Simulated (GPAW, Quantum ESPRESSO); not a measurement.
CdH2O2 (P-3m1), O K edge of atom 2, with 1 H at 0.97 Å and 3 Cd at 2.32 Å (distorted tetrahedral, site symmetry 3m). Method: Quantum ESPRESSO XSpectra, LDA, full core hole (charged cell), 15-atom cell with 5.8 Å between holes, 5×5×5 k points, dipole transitions, Lorentzian half width 0.3 eV up to 4 eV, rising linearly to 2.5 eV at 25 eV (counted from xe0, 0.7 eV below the zero used here).

```
Cd O H
1.0
     3.51553    0.00000    0.00000
    -1.75776    3.04453    0.00000
     0.00000    0.00000    4.64298
Cd O H
1 2 2
Direct
  0.00000 0.00000 0.00000
  0.33333 0.66667 0.24063
  0.66667 0.33333 0.75937
  0.33333 0.66667 0.44904
  0.66667 0.33333 0.55096
```

Energy from the lowest empty level; a common scale on which the isotropic spectrum has a mean of 1 over the first 20 eV.

```tsv
E (eV)	curve 1	curve 2
-2.0	0.02	0.04
-1.0	0.03	0.06
0.0	0.05	0.10
1.0	0.12	0.21
2.0	0.33	0.51
3.0	0.82	1.33
4.0	1.73	2.99
5.0	1.58	3.65
6.0	1.15	3.22
7.0	1.28	2.54
8.0	1.00	1.96
9.0	0.75	1.72
10.0	0.75	1.54
11.0	0.77	1.11
12.0	0.72	0.79
13.0	0.69	0.64
14.0	0.64	0.60
15.0	0.58	0.64
16.0	0.59	0.75
17.0	0.64	0.86
18.0	0.69	0.97
19.0	0.74	1.07
20.0	0.80	1.13
21.0	0.87	1.10
22.0	0.92	1.00
23.0	0.93	0.87
24.0	0.90	0.77
25.0	0.84	0.73
26.0	0.78	0.72
27.0	0.72	0.73
28.0	0.68	0.71
29.0	0.66	0.70
30.0	0.66	0.69
31.0	0.66	0.70
32.0	0.66	0.71
```

**Question.** The curves are for the electric vector along different Cartesian axes of the cell as given, averaged over the symmetry-equivalent atoms. Which is which?

Curve 1: along x (⊥ c) (the other in-plane axis gives the same curve within 3 %), main maxima 4.4 eV (2.04), 7.1 eV (1.29) and 22.7 eV (0.94). Curve 2: along z (c), main maxima 4.8 eV (3.75) and 20.1 eV (1.13). A K edge sees empty p states on the absorber. Each direction probes the empty orbitals that point along it. The holes are only 5.8 Å apart, so the shape is probably not converged with cell size; no larger cell was run here. The structure is a computed Materials Project entry and may be a hypothetical form.

[Banner, clock and machine lines of the logs are left out without a mark of their own.]

[Logs are printed without paths, hosts, clocks, repeated set-up lines and the standing remarks that a program may print on its own settings, such as how far it seeks lower states.]

[Hosts, paths, dates, database ids (printed as entryN), source tags and the programs' standing remarks are cut or masked in the printed files.]

[Lists of maxima count a maximum above −3 eV only where it reaches 4 % of the highest in the window and stands out from its surroundings by 2 % of it (1.5 % where it reaches 55 %); shoulders and weaker maxima are passed over, and of the rest the first, up to two pre-edge ones and the few strongest are named.]
